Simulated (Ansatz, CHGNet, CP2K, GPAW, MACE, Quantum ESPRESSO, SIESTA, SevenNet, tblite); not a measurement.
# NaH9C4O7 (P-1) (84 atoms): one structure in several programs, part 2 of 2

Aim: run NaH9C4O7 (P-1) (84 atoms) in several programs and set results and cost side by side. A plane-wave run serves as the reference.

Reference: Ansatz 0.2.0; Kohn-Sham DFT, PBE, PAW, plane waves.

So far. Step 2 (Reference: Ansatz, plane waves): Neighbours are counted within 1.21 Å (H-O), 1.34 Å (H-C), 1.68 Å (O-C), 2.88 Å (O-Na), 1.85 Å (C-C). Step 4 (The ladder): All use the same cell and atoms; the electronic-structure runs use the same k-mesh, and an electronic temperature of 580 K (0.05 eV) where levels are smeared.

### Step 4. The ladder (continued)

Differences are against the plane-wave reference, forces as r.m.s. over components; share is that over the reference's r.m.s. force, slope the least-squares factor from reference forces to these. Total energies of different programs have different zeros and aren't compared.

```
                                                                      run  Δ force, r.m.s. (meV/Å)  share (%)  slope  Δ pressure (GPa)  Δ gap (eV)  cores  CPU time  memory (GiB)
                                                                reference                        -          -      -                 -           -      8      24 s          0.93
                                                   CHGNet 0.3.0 potential                      211       18.9  0.931            -0.324           -      1     3.9 s           1.4
                    CP2K PBE+rVV10L, DZVP-UZH, 800/50 Ry, diagonalisation                      275       24.7  1.097              1.05     -0.0077      4    13 min           8.2
                  CP2K PBE, DZVP-UZH, 280/50 Ry, diagonalisation (coarse)                      616       55.2  1.094              1.81      0.0045      2   5.2 min          0.95
                           CP2K PBE, DZVP-UZH, 800/50 Ry, diagonalisation                      252       22.6  1.091              1.62      0.0031      4   6.9 min           4.5
CP2K PBE, SZV-MOLOPT-SR, 800/50 Ry, TRS4 filter 1e-03, SCF 1e-04 (coarse)                     3162        283  1.574              12.0           -      1      43 s           1.7
             CP2K PBE, SZV-MOLOPT-SR, 800/50 Ry, diagonalisation (coarse)                     2674        240  1.936              15.4      -0.441      1     4 min           3.3
                           CP2K PBE, TZVP-UZH, 800/50 Ry, diagonalisation                      201       18.0  1.064              1.33      0.0128      4   7.1 min           4.5
                                             GPAW LDA, LCAO dzp, h 0.18 Å                      510       45.8  1.112                 -     -0.0684      1      72 s          0.89
                                             GPAW PBE, LCAO dzp, h 0.18 Å                      482       43.2  1.160                 -     -0.0161      1      79 s          0.89
                                GPAW PBE, LCAO sz(dzp), h 0.18 Å (coarse)                     2914        261  1.793                 -       -1.18      1      32 s           0.7
                               GPAW PBE, LCAO szp(dzp), h 0.18 Å (coarse)                     1454        130  1.296                 -      -0.401      1      64 s          0.84
                                              MACE MP-0b2 small potential                      255       22.8  1.057            -0.271           -      1     5.7 s          0.67
                          QE PBE+D3(BJ), sssp-1.3.0-efficiency, 60/480 Ry                     35.2       3.15  1.014             -1.20      -0.001      2   3.2 min           1.6
                                              QE PBE, gbrv-1.5, 40/200 Ry                      201       18.0  1.043              1.00     -0.0021      2      83 s          0.65
                                 QE PBE, sssp-1.3.0-efficiency, 60/480 Ry                     35.1       3.15  1.014           -0.0109      -0.001      2   3.1 min           1.5
                     SIESTA PBE, DZP, shift 0.01 Ry, mesh 150 Ry (coarse)                      390       34.9  1.177              1.50      0.0346      1      32 s          0.38
                              SIESTA PBE, DZP, shift 0.01 Ry, mesh 500 Ry                      389       34.8  1.174              1.47      0.0336      2   2.6 min           1.4
                              SIESTA PBE, DZP, shift 0.02 Ry, mesh 500 Ry                      324       29.1  1.145             -1.92      0.0385      2   1.9 min           1.2
                      SIESTA PBE, SZ, shift 0.01 Ry, mesh 500 Ry (coarse)                     3053        274  1.857              20.8       -1.75      1      53 s          0.61
                                                     SevenNet 0 potential                      242       21.7  0.958             0.202           -      1     7.3 s           1.1
                                                          tblite GFN1-xTB                      455       40.8  0.883             -3.88           -      1     2.6 s          0.13
                                                          tblite GFN2-xTB                      378       33.9  0.892             -3.68           -      1     6.6 s          0.13
```

Rows marked coarse were listed beforehand as settings not expected to be converged; some can still land near the reference.

Times of the machine-learned potentials are mostly Python's start and the loading of weights.

CPU time is summed over cores on a shared host, where runs went side by side, so it is rough. Symmetry, cutoffs, thresholds, outputs and thread counts weren't matched or tuned between programs; memory under MPI is the largest rank's times the ranks.

Runs without a result: CP2K GFN1-xTB, diagonalisation (not converged, the SCF not settling); CP2K PBE, SZV-MOLOPT-SR, 800/50 Ry, TRS4 filter 1e-04, SCF 1e-05 (cut off at its time limit of 7.8 min); CP2K PBE, SZV-MOLOPT-SR, 800/50 Ry, TRS4 filter 1e-06, SCF 1e-06 (cut off at its time limit of 7.8 min).

Mean charges by element (e), by run and scheme:

```
                                                  run     scheme     Na      H      C      O
                                            reference     Löwdin  +0.77  +0.35  +0.21  -0.56
CP2K PBE+rVV10L, DZVP-UZH, 800/50 Ry, diagonalisation   Mulliken  +0.89  +0.26  +0.09  -0.52
       CP2K PBE, DZVP-UZH, 800/50 Ry, diagonalisation   Mulliken  +0.91  +0.27  +0.09  -0.52
       CP2K PBE, TZVP-UZH, 800/50 Ry, diagonalisation   Mulliken  +0.92  +0.30  +0.19  -0.62
          SIESTA PBE, DZP, shift 0.01 Ry, mesh 500 Ry  Hirshfeld  +0.21  +0.07  +0.07  -0.16
          SIESTA PBE, DZP, shift 0.02 Ry, mesh 500 Ry  Hirshfeld  +0.17  +0.05  +0.07  -0.13
                                      tblite GFN1-xTB   Mulliken  +0.50  +0.30  +0.26  -0.60
                                      tblite GFN2-xTB   Mulliken  +0.65  +0.25  +0.18  -0.52
```

The reference's Löwdin charges lack the electrons that the projection spills, 0.036 e an atom on average.

Within one program, basis, potentials and functional, energies share a zero. Each run against its twin at the usual cutoff or grid and solver:

```
                                                             run                                       twin  Δ energy (meV/atom)  Δ force, r.m.s. (meV/Å)         CPU time over the twin's
                  CP2K PBE, DZVP-UZH, 280/50 Ry, diagonalisation       DZVP-UZH, 800/50 Ry, diagonalisation                -8.07                      548  0.76 (this twin ran on 4 cores)
CP2K PBE, SZV-MOLOPT-SR, 800/50 Ry, TRS4 filter 1e-03, SCF 1e-04  SZV-MOLOPT-SR, 800/50 Ry, diagonalisation                  121                     1494                             0.18
                     SIESTA PBE, DZP, shift 0.01 Ry, mesh 150 Ry            DZP, shift 0.01 Ry, mesh 500 Ry                 1.04                     30.5  0.20 (this twin ran on 2 cores)
```

### Step 5. What came out

| Quantity | Value |
| --- | --- |
| reference r.m.s. force component | 1.12 eV/Å |
| nearest in forces | a tie at 3.2 % of 2 runs: QE PBE+D3(BJ), sssp-1.3.0-efficiency, 60/480 Ry; QE PBE, sssp-1.3.0-efficiency, 60/480 Ry |
| farthest in forces | CP2K PBE, SZV-MOLOPT-SR, 800/50 Ry, TRS4 filter 1e-03, SCF 1e-04 (coarse), 283 % |
| cheapest electronic-structure run beside the reference | tblite GFN1-xTB, 2.6 s of CPU time |

What this shows: PBE on plane waves or a grid with other potentials, cutoffs or grids, coarse settings apart, differs from the reference by 3.2 % (QE PBE, sssp-1.3.0-efficiency, 60/480 Ry) to 18 % (QE PBE, gbrv-1.5, 40/200 Ry) of the r.m.s. force; this holds the reference's own error, so differences of a few per cent don't tell which side is nearer the exact PBE result (QE's 40 Ry are 544 eV, against the reference's 420 eV). QE PBE, gbrv-1.5, 40/200 Ry stands apart from the other plane-wave or grid runs, so its own grid or potentials are the likelier cause. The PBE runs in local orbitals, coarse settings apart, differ by 18 % (CP2K PBE, TZVP-UZH, 800/50 Ry, diagonalisation) to 43 % (GPAW PBE, LCAO dzp, h 0.18 Å); basis, grid and potentials can all enter. Tight binding differs by 34 % (tblite GFN2-xTB) to 41 % (tblite GFN1-xTB); it is another model, with fitted parameters of its own, and the xTB methods hold dispersion. Machine-learned potentials differ by 19 % (CHGNet 0.3.0 potential) to 23 % (MACE MP-0b2 small potential); they were trained on other programs' data. Rows with another functional or a dispersion term differ by 3.2 % (QE PBE+D3(BJ), sssp-1.3.0-efficiency, 60/480 Ry) to 46 % (GPAW LDA, LCAO dzp, h 0.18 Å), which mixes the change of model with differences of basis and potentials. Runs with settings chosen to be coarse differ by 35 % (SIESTA PBE, DZP, shift 0.01 Ry, mesh 150 Ry) to 283 % (CP2K PBE, SZV-MOLOPT-SR, 800/50 Ry, TRS4 filter 1e-03, SCF 1e-04), their programs' other errors included. Of the electronic-structure runs that take under half the reference's CPU time, tblite GFN2-xTB comes nearest, at 34 % in 6.6 s against 24 s; its pressure misses by -3.7 GPa. SIESTA PBE, DZP, shift 0.01 Ry, mesh 150 Ry stiffens the forces by a factor of 1.18 while following their directions (correlation 0.969). In GPAW PBE, LCAO dzp, h 0.18 Å the difference has nearly one length on every H (0.67 eV/Å) and points along its bond, outwards: this method prefers longer bonds, and stiff bonds to hydrogen turn a small shift into a large force. At the same functional, gaps differ from the reference's 2.91 eV by between -1.75 and +0.04 eV. These are spacings on the run's k-points, which needn't hold the band edges. In pressure, SIESTA PBE, SZ, shift 0.01 Ry, mesh 500 Ry misses by +20.8 GPa, at the same functional. Charges hang on model, scheme and program or settings: among these rows the mean for Na runs from +0.17 to +0.92 e. In the reference: filled and empty levels are parted by 2.91 eV at Γ alone; the mesh holds the band edges only if they fold onto it, so the gap at this level can be narrower or closed, while semilocal functionals tend to narrow gaps against experiment. In the reference: mean Löwdin charges: C +0.21, H +0.35, Na +0.77, O -0.56 e (they miss 1.0 % of the electrons, so they add up to more than the cell's charge). Periodic xTB results under one method name differ between programs and library versions. With short bonds to hydrogen, sets of potentials differ among themselves by several per cent in forces even at converged cutoffs, so the reference isn't exact here either. GBRV, made for solids, lies farthest in such cells, whatever the cutoff. The potentials hold different valence shells: 304 electrons in the reference, 296 in GPAW; this bears on time and differences. Machine-learned potentials mimic data converged in k, so the reference's own k-point error enters their differences. The reference's PBE has no dispersion term, which matters for the binding between molecules or layers. The positions are as published and lie far from the minimum at this level of theory. The reference's pressure of 3.3 GPa belongs to a cell and atoms that aren't relaxed at this level. The electronic-structure runs sample only Γ, in a cell whose shortest periodic width is 6 Å.

[Also dropped from logs without a mark: logging warnings of Python, and SIESTA's first energy breakdown and zero terms.]

[Logs are printed without paths, hosts, clocks, repeated set-up lines and the standing remarks that a program may print on its own settings, such as how far it seeks lower states.]

[Hosts, paths, dates, database ids (printed as entryN), source tags and the programs' standing remarks are cut or masked in the printed files.]
